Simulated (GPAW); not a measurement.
# Quasiparticle gap of WS2 (Tungstenite) in GPAW

Aim: the G0W0 gap of WS2 (Tungstenite) on LDA, step by step.

Main program and level: GPAW 26.7.0; LDA and many-body steps on it, plane waves.

### Step 1. The starting structure

The structure is trigonal, space group R3m (No. 160). The conventional cell has a = 3.158 Å, b = 3.158 Å, c = 18.490 Å, α = 90.00°, β = 90.00°, γ = 120.00°. W has 6 S at 2.39 to 2.42 Å nearest. Nearest to S lie 3 W at 2.39 Å. Nearest to S lie 3 W at 2.42 Å. Farther neighbours and most contacts between anions are not listed.

Coordinates:

```
W S
1.0
     1.57900    0.91164    6.16333
    -1.57900    0.91164    6.16333
     0.00000   -1.82327    6.16333
W S
1 2
Direct
  0.00000 0.00000 0.00000
  0.24970 0.24970 0.24970
  0.41900 0.41900 0.41900
```

The cell and positions come from the Crystallography Open Database and are kept as given unless a step says otherwise. Spin-orbit coupling is left out unless a step names it.

### Step 2. Ground state

This step: GPAW 26.7.0; DFT, LDA, plane waves, PAW.

The ground-state density comes first.

The input, run.py:

```python
import json
import numpy as np
from gpaw.mpi import world
from ase import Atoms
from gpaw import GPAW, PW, FermiDirac

atoms = Atoms(['W', 'S', 'S'],
    cell=[[1.5790000000, 0.9116360751, 6.1633333333],
      [-1.5790000000, 0.9116360751, 6.1633333333],
      [0.0000000000, -1.8232721501, 6.1633333333]],
    scaled_positions=[[0.0000000000, 0.0000000000, 0.0000000000],
      [0.2497000000, 0.2497000000, 0.2497000000],
      [0.4190000000, 0.4190000000, 0.4190000000]],
    pbc=(True, True, True))
calc = GPAW(mode=PW(450),
    xc='LDA',
    kpts={'size': (8, 8, 8), 'gamma': True},
    occupations=FermiDirac(0.001),
    nbands=-7,
    convergence={'density': 1e-6, 'bands': -3},
    maxiter=100,
    txt='gs.txt')
atoms.calc = calc
res = {'energy': atoms.get_potential_energy()}
kpts = calc.get_ibz_k_points()
res['kpts'] = kpts
res['eigenvalues'] = [calc.get_eigenvalues(kpt=k) for k in range(len(kpts))]
res['n_electrons'] = calc.get_number_of_electrons()
calc.write('gs.gpw')

if world.rank == 0:
    with open('result.json', 'w') as f:
        json.dump(res, f, default=lambda x: x.tolist())
```

Launch:

```sh
$ mpirun -n 4 gpaw python run.py
```

Numbers of over 12 decimals in the logs are rounded to 6 here.

Log:

```text
__  _  _
 | _ |_)|_||  |
 |__||  | ||/\| - 26.7.0

Input parameters:
  mode=PW(ecut=450.000000),
  convergence={'density': 1e-06, 'bands': -3},
  kpts=MonkhorstPack(size=(8, 8, 8), gamma=True),
  maxiter=100,
  nbands=-7,
  occupations=Occupations(name='fermi-dirac', width=0.001, fixmagmom=False),
  xc=XC(name='LDA')
  [... matrices ...]
Diagonalizing LCAO Hamiltonian
Converting LCAO to pw mode

       S

       S

       W

Atoms  # Å, Bohr magnetons
|   | symbol |        x |        y |        z |    initial magnetic moments |
| 0 |      W | 0.000000 | 0.000000 | 0.000000 | ( 0.0000,  0.0000,  0.0000) |
| 1 |      S | 0.000000 | 0.000000 | 4.616953 | ( 0.0000,  0.0000,  0.0000) |
| 2 |      S | 0.000000 | 0.000000 | 7.747310 | ( 0.0000,  0.0000,  0.0000) |

Unit cell  # Å
| periodic |         x |         y |        z |  lengths |    angles |
|      yes |  1.579000 |  0.911636 | 6.163333 | 6.427363 | 28.442674 |
|      yes | -1.579000 |  0.911636 | 6.163333 | 6.427363 | 28.442674 |
|      yes |  0.000000 | -1.823272 | 6.163333 | 6.427363 | 28.442674 |

Number of symmetries: 6
Symmetry operations  # r_c * U_cc + t_c -> r_c
|   | kind |            matrix            |
| 0 |  E   |  1, 0, 0,  0, 1, 0,  0, 0, 1 |
| 1 |  σ   |  1, 0, 0,  0, 0, 1,  0, 1, 0 |
| 2 |  σ   |  0, 1, 0,  1, 0, 0,  0, 0, 1 |
| 3 |  C3  |  0, 1, 0,  0, 0, 1,  1, 0, 0 |
| 4 |  C3  |  0, 0, 1,  1, 0, 0,  0, 1, 0 |
| 5 |  σ   |  0, 0, 1,  0, 1, 0,  1, 0, 0 |

BZ-sampling:
  Number of BZ points: 512
  Number of IBZ points: 65

  Monkhorst-Pack size: [8, 8, 8]
  Monkhorst-Pack shift: [0.0625, 0.0625, 0.0625]

K-points  # in reciprocal-cell coordinates
|     |                                coordinates |     weight |
|   0 | (  0.00000000,   0.00000000,   0.00000000) | 0.00195312 |
|   1 | (  0.12500000,   0.00000000,  -0.12500000) | 0.01171875 |
|   2 | (  0.12500000,   0.00000000,   0.00000000) | 0.01171875 |
|   3 | (  0.12500000,   0.12500000,  -0.12500000) | 0.01171875 |
|   4 | (  0.12500000,   0.12500000,   0.00000000) | 0.01171875 |
|   5 | (  0.12500000,   0.12500000,   0.12500000) | 0.00390625 |
|   6 | (  0.25000000,  -0.12500000,  -0.12500000) | 0.01171875 |
|   7 | (  0.25000000,   0.00000000,  -0.25000000) | 0.01171875 |
|   8 | (  0.25000000,   0.00000000,  -0.12500000) | 0.02343750 |
|   9 | (  0.25000000,   0.00000000,   0.00000000) | 0.01171875 |
| ... |                                            |            |
|  64 | (  0.50000000,   0.50000000,   0.50000000) | 0.00195312 |

Plane wave coefficients: 1182
Cutoff: 450.000000 eV

Spin-components: 1 (collinear spins)
Bands:           20
Projectors:      16
Spin-degeneracy: 2
Datatype:        complex128

  Storage: CPU
  Wave functions: 24_523_200 bytes (6_130_800 per core)
  Projectors: 28_201_680 bytes (7_050_420 per core)
  [... matrices ...]
Parallelization:
  kpt:    4
  domain: 1
  band:   1

Density:
  Valence electrons: 26.0
  Components: 1
  Grid points: [32 32 32]
  Charge: 0.0  # |e|

Potential:
  Grid points: [32 32 32]

species:
  W:
    name:    Tungsten
    Z:       74.0
    valence: 14
    core:    60
    charge:  0.0  # [|e|]
    compensation charges:
      type: gauss
      rc: 0.40  # [Å]
      lmax: 2
    cutoffs:
      filter: 2.36  # [Å]
      core: 3.02  # [Å]
    projectors
    | kind |    occ | energy [eV] | rcut [Å] |
    |   5s |  2.000 |     -79.053 |    1.344 |
    |   6s |  2.000 |      -5.886 |    1.344 |
    |   5p |  6.000 |     -43.417 |    1.355 |
    |   6p |  0.000 |      -1.469 |    1.355 |
    |   5d |  4.000 |      -4.693 |    1.228 |
    |    d |        |      22.518 |    1.228 |

    Using partial waves for W as LCAO basis

  S:
    name:    Sulfur
    Z:       16.0
    valence: 6
    core:    10
    charge:  0.0  # [|e|]
    compensation charges:
      type: gauss
      rc: 0.24  # [Å]
      lmax: 2
    cutoffs:
      filter: 1.77  # [Å]
      core: 1.66  # [Å]
    projectors
    | kind |    occ | energy [eV] | rcut [Å] |
    |   3s |  2.000 |     -17.278 |    0.974 |
    |   3p |  4.000 |      -7.106 |    0.979 |
    |    s |        |       9.933 |    0.974 |
    |    p |        |      20.105 |    0.979 |
    |    d |        |       0.000 |    0.900 |

    Using partial waves for S as LCAO basis

Reference energy: -460165.274101  # eV

eigensolver:
  PPCG
  Converge bands: -3
  niter=2

density mixing:
  MSR1-Mixer
  Pratt-step length: 0.05
  Maximum mixing coefficient: 0.75
  Old densities: 10
  SVD Regularization: 0.005
  Good broyden scale: 1.0
  Trust region scale: 1.0
  Backstep threshold: 4.0
  History deletion threshold: 6.0
  Fourier metric: weight=20.0, sigma=0.015

occupation numbers:
  Fermi-Dirac:
    width: 0.0010  # eV

poisson solver:
  ecut: 3600.000000  # eV

xc functional:
  name: None

Initialization done in: 2.256 s

convergence criteria:
- Maximum integral of absolute [dens]ity change: 1e-06 electrons / valence electron
- Maximum [total energy] change in last 3 cyles: 0.0005 eV / valence electron
- Maximum integral of absolute [eigenst]ate change: 4e-08 eV^2 / valence electron
maximum number of iterations: 100

SCF iterations
|iter     |     time |      energy | eigst |  dens |
|iter:   1|  |  -25.291833 | +0.68 |       |
|iter:   2|  |  -25.247958 | -0.99 | -1.19 |
|iter:   3|  |  -24.982557 | -1.21 | -1.23 |
|iter:   4|  |  -25.008841 | -1.04 | -1.62 |
|iter:   5|  |  -24.924722 | -1.66 | -1.61 |
|iter:   6|  |  -24.924334 | -3.39 | -2.08 |
|iter:   7|  |  -24.924370c| -4.35 | -2.95 |
|iter:   8|  |  -24.924307c| -4.69 | -3.25 |
|iter:   9|  |  -24.924305c| -6.15 | -3.72 |
|iter:  10|  |  -24.924305c| -7.81c| -4.54 |
|iter:  11|  |  -24.924305c| -8.40c| -5.22 |
|iter:  12|  |  -24.924305c| -9.04c| -5.89 |
|iter:  13|  |  -24.924305c| -9.51c| -6.76c|

Converged in 13 steps
SCF loop duration: 7.186 s (0.553 s/step)
Energy contributions relative to reference atoms: (reference = -460165.274101)
  [... matrices ...]
Energy contributions:
  Kinetic:          15.163193
  Coulomb:         -16.833484
  Zero:             -0.000597
  External:          0.000000
  Xc:              -23.253417
  Entropy:          -0.000000
  Spinorbit:         0.000000
  ----------------------------
  Free energy:     -24.924305
  Extrapolated:    -24.924305

dipole moment: (-0.000000, -0.000000, -86.220450)  # |e|*Ang

Fermi level: 9.420
Eigenvalues  # (at kpt = [0.000, 0.000, 0.000])
| band index |      eig [eV] | occ [0-2] |
|          0 |       -65.824 |     2.000 |
|        ... |               |           |
|          5 |        -5.012 |     2.000 |
|          6 |         0.925 |     2.000 |
|          7 |         5.040 |     2.000 |
|          8 |         5.040 |     2.000 |
|          9 |         6.294 |     2.000 |
|         10 |         6.294 |     2.000 |
|         11 |         7.043 |     2.000 |
|         12 |         7.345 |     2.000 |
|         13 |        10.753 |     0.000 |
|         14 |        10.753 |     0.000 |
|         15 |        11.119 |     0.000 |
|         16 |        11.119 |     0.000 |
|         17 |        13.200 |     0.000 |
|         18 |        16.264 |     0.000 |
|         19 |        16.911 |     0.000 |

Gap: 1.089 eV
Transition (v -> c):
  (s=0, k=64, n=12, [0.50, 0.50, 0.50]) -> (s=0, k=8, n=13, [0.25, 0.00, -0.12])
Direct/indirect transitions are different
Direct gap: 2.276 eV
Transition at: (s=0, k=64, n=12, [0.50, 0.50, 0.50])
# Writing to gs.gpw (mode='')
  [... matrices ...]
```

Wall time 11 s (4 MPI ranks of Intel Xeon 6975P-C (Granite Rapids), shared host); peak memory 0.88 GiB; 43 s of CPU time.

Numbers from this step:

```yaml
total_energy: -24.92 eV
gap: 1.089 eV
k_of_the_valence_top: 0.5, 0.5, 0.5
k_of_the_conduction_bottom: 0.25, 0, -0.125
least_direct_gap: 2.276 eV
```

The gap is indirect, with the least direct gap 1.19 eV higher.

### Step 3. Bands along the symmetry lines

Levels along a band path, at the cheap level, show where the edges lie and whether the meshes to come will hold them.

The input, run.py:

```python
import json
import numpy as np
from gpaw.mpi import world
from gpaw import GPAW

path = [[0.000000, 0.000000, 0.000000],
    [-0.062500, -0.062500, -0.062500],
    [-0.125000, -0.125000, -0.125000],
    [-0.187500, -0.187500, -0.187500],
    [-0.250000, -0.250000, -0.250000],
    [-0.312500, -0.312500, -0.312500],
    [-0.375000, -0.375000, -0.375000],
    [-0.437500, -0.437500, -0.437500],
    [-0.500000, -0.500000, -0.500000],
    [-0.500000, -0.460157, -0.539843],
    [-0.500000, -0.420313, -0.579687],
    [-0.500000, -0.380470, -0.619530],
    [-0.500000, -0.340626, -0.659374],
    [-0.500000, -0.300783, -0.699217],
    [-0.500000, -0.260939, -0.739061],
    [-0.500000, -0.221096, -0.778904],
    [-0.500000, -0.181252, -0.818748],
    [-0.181252, 0.181252, -0.500000],
    [-0.158596, 0.158596, -0.500000],
    [-0.135939, 0.135939, -0.500000],
    [-0.113283, 0.113283, -0.500000],
    [-0.090626, 0.090626, -0.500000],
    [-0.067970, 0.067970, -0.500000],
    [-0.045313, 0.045313, -0.500000],
    [-0.022657, 0.022657, -0.500000],
    [0.000000, 0.000000, -0.500000],
    [0.000000, 0.000000, -0.437500],
    [0.000000, 0.000000, -0.375000],
    [0.000000, 0.000000, -0.312500],
    [0.000000, 0.000000, -0.250000],
    [0.000000, 0.000000, -0.187500],
    [0.000000, 0.000000, -0.125000],
    [0.000000, 0.000000, -0.062500],
    [0.000000, 0.000000, 0.000000],
    [0.000000, 0.042578, -0.042578],
    [0.000000, 0.085157, -0.085157],
    [0.000000, 0.127735, -0.127735],
    [0.000000, 0.170313, -0.170313],
    [0.000000, 0.212891, -0.212891],
    [0.000000, 0.255470, -0.255470],
    [0.000000, 0.298048, -0.298048],
    [0.000000, 0.340626, -0.340626],
    [-0.340626, 0.000000, -0.659374],
    [-0.360548, 0.000000, -0.639452],
    [-0.380470, 0.000000, -0.619530],
    [-0.400391, 0.000000, -0.599609],
    [-0.420313, 0.000000, -0.579687],
    [-0.440235, 0.000000, -0.559765],
    [-0.460157, 0.000000, -0.539843],
    [-0.480078, 0.000000, -0.519922],
    [-0.500000, 0.000000, -0.500000],
    [-0.437500, 0.000000, -0.437500],
    [-0.375000, 0.000000, -0.375000],
    [-0.312500, 0.000000, -0.312500],
    [-0.250000, 0.000000, -0.250000],
    [-0.187500, 0.000000, -0.187500],
    [-0.125000, 0.000000, -0.125000],
    [-0.062500, 0.000000, -0.062500],
    [0.000000, 0.000000, 0.000000]]
calc = GPAW('gs.gpw').fixed_density(kpts=path,
    symmetry='off',
    nbands=23,
    convergence={'bands': 19},
    txt='bands.txt')
res = {}
kpts = calc.get_ibz_k_points()
res['kpts'] = kpts
res['eigenvalues'] = [calc.get_eigenvalues(kpt=k) for k in range(len(kpts))]
res['n_electrons'] = calc.get_number_of_electrons()

if world.rank == 0:
    with open('result.json', 'w') as f:
        json.dump(res, f, default=lambda x: x.tolist())
```

Launch:

```sh
$ mpirun -n 4 gpaw python run.py
```

Log:

```text
Diagonalizing LCAO Hamiltonian
Converting LCAO to pw mode
convergence criteria:
- Maximum integral of absolute [eigenst]ate change: 4e-08 eV^2 / valence electron
maximum number of iterations: 100

SCF iterations
|iter     |     time |      energy | eigst |  dens |
|iter:   1|  |             | +0.94 |       |
|iter:   2|  |             | -0.59 |       |
|iter:   3|  |             | -1.64 |       |
[...]
|iter:   8|  |             | -6.07 |       |
|iter:   9|  |             | -6.92 |       |
|iter:  10|  |             | -7.68c|       |
SCF steps: 10
  __  _  _
 | _ |_)|_||  |
 |__||  | ||/\| - 26.7.0

Input parameters:
  mode=PW(ecut=450.000000),
  convergence={'bands': 19},
  gpts=array([32, 32, 32]),
  kpts=KPoints(kpts=array([[ 0.      ,  0.      ,  0.      ],
         [-0.0625  , -0.0625  , -0.0625  ],
         [-0.125   , -0.125   , -0.125   ],
         [-0.1875  , -0.1875  , -0.1875  ],
[...]
[-0.5     , -0.460157, -0.539843],
         [-0.5     , -0.420313, -0.579687],
[...]
[-0.5     , -0.340626, -0.659374],
         [-0.5     , -0.300783, -0.699217],
         [-0.5     , -0.260939, -0.739061],
         [-0.5     , -0.221096, -0.778904],
         [-0.5     , -0.181252, -0.818748],
         [-0.181252,  0.181252, -0.5     ],
         [-0.158596,  0.158596, -0.5     ],
         [-0.135939,  0.135939, -0.5     ],
         [-0.113283,  0.113283, -0.5     ],
         [-0.090626,  0.090626, -0.5     ],
[...]
[-0.045313,  0.045313, -0.5     ],
         [-0.022657,  0.022657, -0.5     ],
         [ 0.      ,  0.      , -0.5     ],
         [ 0.      ,  0.      , -0.4375  ],
         [ 0.      ,  0.      , -0.375   ],
[...]
[ 0.      ,  0.      ,  0.      ],
         [ 0.      ,  0.042578, -0.042578],
         [ 0.      ,  0.085157, -0.085157],
         [ 0.      ,  0.127735, -0.127735],
         [ 0.      ,  0.170313, -0.170313],
         [ 0.      ,  0.212891, -0.212891],
         [ 0.      ,  0.25547 , -0.25547 ],
         [ 0.      ,  0.298048, -0.298048],
         [ 0.      ,  0.340626, -0.340626],
         [-0.340626,  0.      , -0.659374],
         [-0.360548,  0.      , -0.639452],
[...]
[-0.400391,  0.      , -0.599609],
         [-0.420313,  0.      , -0.579687],
         [-0.440235,  0.      , -0.559765],
         [-0.460157,  0.      , -0.539843],
         [-0.480078,  0.      , -0.519922],
[...]
[-0.125   ,  0.      , -0.125   ],
         [-0.0625  ,  0.      , -0.0625  ],
         [ 0.      ,  0.      ,  0.      ]])),
  maxiter=100,
  nbands=23,
  occupations=Occupations(name='fermi-dirac', width=0.001, fixmagmom=False),
  parallel={},
  symmetry=Symmetry(point_group=False, time_reversal=False),
  xc=XC(name='LDA')
```

Elapsed: 8.7 s, on 4 MPI ranks; peak memory 0.9 GiB.

This step gave:

```
gap                        : 0.9355 eV
k of the valence top       : -0.5, -0.5, -0.5
k of the conduction bottom : 0, 0.1703, -0.1703
least direct gap           : 1.888 eV
```

The gap is 0.935 eV, −0.154 eV from the run before at this level.

Electronic bands along the path, in eV, zero at the top of the highest filled band:

```
     point  band 10  band 11  band 12  band 13  band 14  band 15  band 16  band 17
         Γ    -2.30    -2.30    -1.55    -1.25     2.16     2.16     2.53     2.53
   halfway    -2.94    -2.28    -2.28    -0.33     2.20     2.20     2.46     2.46
         T    -3.57    -2.27    -2.27     0.00     2.28     2.28     2.36     2.36
   halfway    -4.21    -2.97    -2.19    -1.55     1.58     2.12     2.49     3.92
        H2    -4.61    -4.06    -3.00    -0.73     1.21     2.46     3.49     4.78
jump to H0    -4.61    -4.06    -3.00    -0.73     1.21     2.46     3.49     4.78
   halfway    -4.07    -3.49    -2.75    -1.16     1.79     2.71     2.93     4.30
         L    -4.16    -2.55    -1.80    -1.73     2.24     2.53     3.54     3.83
   halfway    -3.42    -2.63    -1.91    -1.62     1.29     1.99     2.81     3.35
         Γ    -2.30    -2.30    -1.55    -1.25     2.16     2.16     2.53     2.53
   halfway    -3.94    -2.94    -1.78    -1.57     0.94     2.11     2.59     4.01
        S0    -4.63    -3.99    -3.05    -0.71     1.18     2.47     3.44     4.83
jump to S2    -4.63    -3.99    -3.05    -0.71     1.18     2.47     3.44     4.83
   halfway    -4.26    -3.55    -2.98    -1.08     1.95     2.88     3.35     3.86
         F    -4.08    -3.17    -2.00    -1.54     2.19     2.64     3.13     4.34
   halfway    -3.38    -2.68    -2.24    -1.50     1.45     1.83     2.80     3.53
         Γ    -2.30    -2.30    -1.55    -1.25     2.16     2.16     2.53     2.53
```

### Step 4. Empty states on the mesh, 6×6×6 mesh, 96 bands

The sums over transitions need many empty states on a uniform mesh; this step solves for them.

The input, run.py:

```python
import json
import numpy as np
from gpaw.mpi import world
from gpaw import GPAW

calc = GPAW('gs.gpw').fixed_density(kpts={'size': (6, 6, 6), 'gamma': True},
    parallel={'domain': 1, 'band': 1},
    txt='nscf.txt')
calc.diagonalize_full_hamiltonian(nbands=96)
calc.write('full.gpw', mode='all')
res = {}
kpts = calc.get_ibz_k_points()
res['kpts'] = kpts
res['eigenvalues'] = [calc.get_eigenvalues(kpt=k) for k in range(len(kpts))]
res['n_electrons'] = calc.get_number_of_electrons()

if world.rank == 0:
    with open('result.json', 'w') as f:
        json.dump(res, f, default=lambda x: x.tolist())
```

Launch:

```sh
$ mpirun -n 4 gpaw python run.py
```

Log:

```text
Diagonalizing LCAO Hamiltonian
Converting LCAO to pw mode
convergence criteria:
- Maximum integral of absolute [eigenst]ate change: 4e-08 eV^2 / valence electron
maximum number of iterations: 100

SCF iterations
|iter     |     time |      energy | eigst |  dens |
|iter:   1|  |             | +0.50 |       |
|iter:   2|  |             | -1.10 |       |
|iter:   3|  |             | -2.56 |       |
|iter:   4|  |             | -3.81 |       |
|iter:   5|  |             | -4.95 |       |
|iter:   6|  |             | -6.13 |       |
|iter:   7|  |             | -7.20 |       |
|iter:   8|  |             | -7.74c|       |
SCF steps: 8
  __  _  _
 | _ |_)|_||  |
 |__||  | ||/\| - 26.7.0

Input parameters:
  mode=PW(ecut=450.000000),
  convergence={'density': 1e-06, 'bands': -3},
  gpts=array([32, 32, 32]),
  kpts=MonkhorstPack(size=(6, 6, 6), gamma=True),
  maxiter=100,
  nbands=20,
  occupations=Occupations(name='fermi-dirac', width=0.001, fixmagmom=False),
  parallel={'domain': 1, 'band': 1},
  xc=XC(name='LDA')
Matrix size: 1182x1182
# Writing to full.gpw (mode='all')
  [... matrices ...]

timing:  # [seconds]
  Total: 7.776  # ━━━━━━━━━━━━━━━━━━━━━━━━━━━━━━━━━━━━━━━━━━━━━━━━━━━━━━━━━━━
```

It took 13 s on 4 MPI ranks; peak memory 1.4 GiB.

Numbers from this step:

* gap: 0.9419 eV
* k of the valence top: 0.5, 0.5, 0.5
* k of the conduction bottom: 0.1667, 0, -0.1667
* least direct gap: 1.879 eV
* k points computed: 32
* lowest point of the top converged band, above the valence top: 65.4704 eV

On this mesh the gap is 0.942 eV.

[end of part 1 of 2]

[Paths, hosts, dates, memory and timing lines, banners, echoed tables and standing remarks are left out of the program output.]

[Logs are printed without paths, hosts, clocks, repeated set-up lines and the standing remarks that a program may print on its own settings, such as how far it seeks lower states.]

[Runs of the session that timed out or met a known fault of the program may be left out.]

[Hosts, paths, dates, database ids (printed as entryN), source tags and the programs' standing remarks are cut or masked in the printed files.]
